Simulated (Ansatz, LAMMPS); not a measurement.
**Glassy 50P2O5-25K2O-25CaO (mol %) (76 atoms), the frame at 212 fs of a trajectory (instantaneous temperature 459 K)**

The starting structure: 76 atoms (16 P, 8 K, 4 Ca, 48 O) placed at random at 2.56 g/cm³, melted at 4000 K for 10 ps at fixed volume with the Morse and Coulomb pair potential with partial charges (Pedone, Malavasi, Menziani, Cormack and Segre, J. Phys. Chem. B 110, 11780 (2006)). Quenched from 4000 K to 300 K at 8 K/ps and fixed volume, held 10 ps at zero pressure.

Geometry: the frame at 212 fs of a trajectory (instantaneous temperature 459 K). Computed with Ansatz 0.2.0: Kohn-Sham DFT, LDA, PAW (set soft_2), plane waves; cutoff 420 eV, Γ point, fixed occupations; density 2.56 g/cm³.

Cell vectors (Å):

```
10.407 0.000 0.000
0.000 10.407 0.000
0.000 0.000 10.407
```

Positions (Å):

```
1 P 4.944 9.726 4.853
2 P 9.717 1.366 10.035
3 P 6.469 3.272 2.616
4 P 0.684 1.342 7.304
5 P 2.959 0.868 1.260
6 P 2.198 4.129 4.619
7 P 7.142 5.962 3.770
8 P 5.666 4.418 10.334
9 P 8.005 10.344 4.947
10 P 5.796 0.705 1.062
11 P 3.982 8.523 7.437
12 P 0.240 5.536 8.183
13 P 9.260 6.881 1.871
14 P 8.222 3.781 8.962
15 P 8.113 9.339 0.389
16 P 4.702 2.409 5.011
17 K 1.782 7.899 9.934
18 K 6.848 0.889 7.644
19 K 9.898 1.813 2.664
20 K 6.978 7.016 6.804
21 K 1.620 4.192 1.117
22 K 4.306 6.859 2.386
23 K 1.310 7.055 4.951
24 K 1.032 9.880 3.604
25 Ca 3.949 1.374 8.752
26 Ca 3.610 5.101 7.767
27 Ca 9.160 3.469 5.439
28 Ca 9.666 8.892 7.533
29 O 5.528 3.578 1.294
30 O 10.167 2.507 7.178
31 O 5.688 2.535 3.794
32 O 8.515 2.253 9.494
33 O 10.117 6.959 8.292
34 O 7.809 6.481 2.377
35 O 4.399 9.632 8.350
36 O 7.940 3.435 2.581
37 O 5.428 5.878 0.114
38 O 0.917 3.355 4.489
39 O 7.586 3.691 7.611
40 O 3.067 1.962 0.303
41 O 1.604 5.391 8.932
42 O 4.002 9.024 3.984
43 O 5.102 8.981 6.234
44 O 9.474 4.567 9.091
45 O 4.532 0.820 5.155
46 O 0.562 0.113 6.441
47 O 6.325 6.993 4.365
48 O 2.377 10.004 0.684
49 O 6.760 1.580 1.911
50 O 8.915 10.072 3.820
51 O 2.561 8.548 6.951
52 O 2.251 1.246 2.532
53 O 8.877 8.349 1.278
54 O 2.622 4.713 5.903
55 O 4.418 7.102 7.756
56 O 8.001 8.878 9.398
57 O 0.103 5.007 6.801
58 O 2.423 5.095 3.514
59 O 7.919 1.416 5.327
60 O 10.249 7.314 2.877
61 O 6.737 9.697 1.076
62 O 6.136 4.848 3.186
63 O 3.418 2.951 4.372
64 O 5.183 2.796 6.350
65 O 9.734 6.066 0.726
66 O 5.749 0.951 10.042
67 O 4.906 3.699 9.261
68 O 8.134 5.405 4.706
69 O 4.483 0.491 1.767
70 O 6.403 10.022 4.311
71 O 2.042 1.679 7.852
72 O 8.029 9.469 6.241
73 O 8.968 0.228 0.489
74 O 7.219 4.145 10.101
75 O 0.397 1.946 0.422
76 O 10.096 0.501 8.869
```

Q: Give the force on every atom.

Columns: atom, fx, fy, fz (forces in eV/Å).

```
1 2.029 -0.057 -0.049
2 -0.354 -0.724 0.058
3 0.729 0.760 -1.199
4 -0.099 -0.064 0.751
5 -3.655 -2.062 2.145
6 0.624 -1.542 -1.458
7 0.352 -1.898 -1.744
8 -0.084 0.420 0.820
9 -2.107 0.864 0.561
10 4.303 -0.621 1.142
11 -0.189 0.548 -1.096
12 0.143 -0.405 0.355
13 0.589 0.227 -0.945
14 -1.558 -1.867 -1.373
15 -1.234 -0.820 0.115
16 -0.433 -1.066 -0.681
17 -0.076 0.173 -0.018
18 0.055 0.166 0.137
19 -0.168 0.143 0.585
20 -0.153 -0.069 0.061
21 -0.109 -0.232 -0.086
22 0.330 -0.016 0.349
23 0.131 -0.340 0.218
24 0.353 -0.430 0.157
25 -0.019 0.335 0.468
26 -0.101 -0.559 0.375
27 -0.109 0.478 0.588
28 0.107 1.248 0.688
29 -0.229 -0.310 0.463
30 0.176 -1.105 -0.156
31 0.276 0.109 0.043
32 0.513 0.506 0.320
33 0.212 -0.245 0.267
34 0.151 -0.336 0.639
35 -0.350 0.156 1.100
36 0.769 -0.019 0.609
37 -0.338 -0.924 0.062
38 -0.636 -0.181 0.340
39 0.650 0.264 0.927
40 1.175 2.133 -2.111
41 -1.532 -0.143 -0.914
42 -0.473 -0.073 -0.579
43 -0.128 0.225 -0.985
44 2.195 1.315 0.145
45 -1.058 0.453 0.186
46 -0.419 0.355 0.287
47 -1.822 1.986 0.320
48 0.635 -0.528 -0.211
49 -1.502 -0.185 -0.329
50 0.447 -0.573 -0.124
51 -0.005 -0.176 -0.065
52 0.271 0.359 0.084
53 -0.832 1.368 -0.518
54 0.343 0.663 2.049
55 0.532 0.116 0.171
56 0.150 0.262 -0.916
57 -0.164 0.335 -0.025
58 0.092 0.878 -1.303
59 0.357 -0.379 -0.062
60 0.510 -0.338 1.368
61 -0.200 -0.088 0.451
62 -0.381 -0.014 0.374
63 -0.139 -0.045 0.682
64 -0.474 0.817 0.158
65 -0.113 -0.053 0.698
66 -0.452 1.020 -1.993
67 -0.680 0.168 -0.463
68 1.480 -0.989 0.847
69 0.351 -0.664 0.815
70 0.233 -0.803 0.666
71 -0.898 -0.279 -0.524
72 0.303 0.126 -1.225
73 0.314 1.504 0.965
74 0.945 0.632 -0.252
75 -1.115 0.764 -0.467
76 1.562 -0.652 -2.737
```

The quench rate of 8 K/ps is many orders above laboratory rates, so the cell is likely richer in defects and strain than a real sample. The network of bonds at the start is that of the classical potential that made the cell. Only the Γ point is sampled, in a cell whose shortest periodic width is 10 Å.

The r.m.s. force component is 0.887 eV/Å; the longest force, 4.71 eV/Å, acts on P5. The energy lies 91.8 meV/atom below that of the first step of this run.

[Long decimals in the printed logs are rounded to 6 places.]

[Logs are printed without paths, hosts, clocks, repeated set-up lines and the standing remarks that a program may print on its own settings, such as how far it seeks lower states.]

[Hosts, paths, dates, database ids (printed as entryN), source tags and the programs' standing remarks are cut or masked in the printed files.]
